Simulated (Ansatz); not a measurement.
An input for Ansatz 0.2.0 (CsCu2I3 (Cmcm)):

```yaml
crystal:
  lattice:
    - [5.27395, -6.58625, 0.0]
    - [5.27395, 6.58625, 0.0]
    - [0.0, 0.0, 6.09718]
  atoms:
    - { symbol: Cs, position: [0.3278, 0.6722, 0.25] }
    - { symbol: Cs, position: [0.6722, 0.3278, 0.75] }
    - { symbol: Cu, position: [0.851, 0.851, 0.0] }
    - { symbol: Cu, position: [0.149, 0.149, 0.5] }
    - { symbol: Cu, position: [0.149, 0.149, 0.0] }
    - { symbol: Cu, position: [0.851, 0.851, 0.5] }
    - { symbol: I, position: [0.8796, 0.1204, 0.25] }
    - { symbol: I, position: [0.1204, 0.8796, 0.75] }
    - { symbol: I, position: [0.836, 0.598, 0.25] }
    - { symbol: I, position: [0.164, 0.402, 0.75] }
    - { symbol: I, position: [0.598, 0.836, 0.75] }
    - { symbol: I, position: [0.402, 0.164, 0.25] }
kpoints:
  mp_grid: { grid: [2, 2, 2] }
  band_path:
    path:
      - [0.0, 0.0, 0.0]
      - [-0.5, 0.5, 0.0]
      - [-0.41030077, 0.58969923, 0.0]
      - [0.41030077, 0.41030077, 0.0]
      - [0.0, 0.0, 0.5]
      - [0.41030077, 0.41030077, 0.5]
      - [-0.41030077, 0.58969923, 0.5]
      - [-0.5, 0.5, 0.5]
    npoints: 1
hamiltonian:
  xc: hse06
scf:
  occupations: { method: fixed }
  n_extra_bands: 16
magnetization:
  noncollinear: true
  spin_orbit: true
output:
  eigenvalues: true
```

```sh
ansatz run input.yaml --threads 24 --pin off --max-ram 82944MiB --backend cuda --events-out ev --progress --plain --runs-dir out --devices 1 --max-vram 78GiB
```

Q: How long will it take on 1 × NVIDIA GB200 (shared by 2 runs) with 24 threads of Arm Neoverse V2, shared host, and how much memory?

It took 44 s; on shared hardware allow 22 s to 87 s. Peak host memory was 4.1 GiB. The sizes that set the cost: 8275 plane waves a state, 6 irreducible k points and 19 SCF cycles.

Exact exchange couples every pair of k points and filled bands, so it costs far more than a semilocal run.

[Paths, hosts, dates, memory and timing lines, banners, echoed tables and standing remarks are left out of the program output.]

[Logs are printed without paths, hosts, clocks, repeated set-up lines and the standing remarks that a program may print on its own settings, such as how far it seeks lower states.]

[Runs of the session that timed out or met a known fault of the program may be left out.]

[Cells called generated may have been cut or substituted from an entry of the Crystallography Open Database or the Materials Project.]

[Hosts, paths, dates, database ids (printed as entryN), source tags and the programs' standing remarks are cut or masked in the printed files.]
